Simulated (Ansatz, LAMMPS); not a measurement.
# Static equation of state of Zn39S26Se13 with crystalline order left by the classical run (78 atoms)

Density of this cell: 4.79 g/cm³. The cell holds 78 atoms: 39 Zn, 26 S and 13 Se. Its edges and angles: a = 11.570 Å, b = 11.475 Å, c = 11.584 Å, α = 87.1°, β = 86.1°, γ = 93.3°. The starting structure: 78 atoms (39 Zn, 26 S, 13 Se) placed at random at 4.46 g/cm³, melted at 2500 K for 10 ps at fixed volume with the Stillinger-Weber II-VI potential (Zhou et al., Phys. Rev. B 88, 085309 (2013)). Quenched from 2500 K to 300 K at 10 K/ps and fixed volume, held 5 ps, then minimised at fixed cell.

Calculated with Ansatz 0.2.0: Kohn-Sham DFT, LDA, PAW (set soft_2), plane waves; cutoff 420 eV, Γ point, gaussian smearing of 0.025 eV. Cell and atoms were relaxed first, to V0 = 19.607 Å³ an atom at a residual P0 = -0.012 GPa. The cell was then scaled evenly, and the atoms were relaxed at each volume.

| volume (Å³/atom) | pressure (GPa) |
| --- | --- |
| 17.647 | 9.352 |
| 18.431 | ? |
| 19.019 | 2.338 |
| 20.196 | -2.049 |
| 20.784 | -3.596 |

Task: Fit the third-order Birch–Murnaghan equation to the rows given and interpolate to the withheld row.

**Working.**

Take the Eulerian strain f = ½[(V0/V)^(2/3) − 1] and the normalised pressure F = (P − P0) / [3f(1 + 2f)^(5/2)]. The third-order Birch–Murnaghan equation is then the line F = B0 + (3/2)B0(B′ − 4) f, so u = f and v = F.

```
      u = f  v = F (GPa)
  0.0363828      71.9737
  0.0102566      72.5797
-0.00975636      73.1220
 -0.0190505      69.1195
```

With n = 4: mean u = 0.00445813, mean v = 71.6987, Σ(u − ū)² = 0.0018075, Σ(u − ū)(v − v̄) = 0.054290. Slope b = 0.054290 / 0.0018075 = 30.036; intercept a = v̄ − b ū = 71.565.

So B0 = a = 71.6 GPa and B′ = 4 + 2b/(3a) = 4.28. At the withheld volume f = 0.02106, F = a + b f = 72.20 GPa, and P = P0 + 3f(1 + 2f)^(5/2) F.

Prediction at 18.431: 5.044 GPa. The run gave 5.130 GPa, so the fit is low by 0.085 GPa (1.7 % of the value).

The series isn't one smooth equation of state: even a line fitted to all rows, the withheld one included, misses F by up to 2.8 %, the count of bonds changes along the series and an atom moves over 0.5 Å in some relaxation. B0 and B′ are then only the numbers of this fit, not moduli of the material. Among the rows given, the largest miss of the fit is at 20.784, by 0.097 GPa (0.75 % of the range of the table).

Limits: Static cells at zero temperature; the cell shape is held. The program notes that the SCF threshold of these relaxations is loose for the stress. The quench rate of 10 K/ps is many orders above laboratory rates, so the cell is likely richer in defects and strain than a real sample. The network of bonds at the start is that of the classical potential that made the cell, and needn't be the one that DFT or experiment would give. Only the Γ point is sampled, in a cell whose shortest periodic width is 11 Å.

[Logs are printed without paths, hosts, clocks, repeated set-up lines and the standing remarks that a program may print on its own settings, such as how far it seeks lower states.]

[Hosts, paths, dates, database ids (printed as entryN), source tags and the programs' standing remarks are cut or masked in the printed files.]
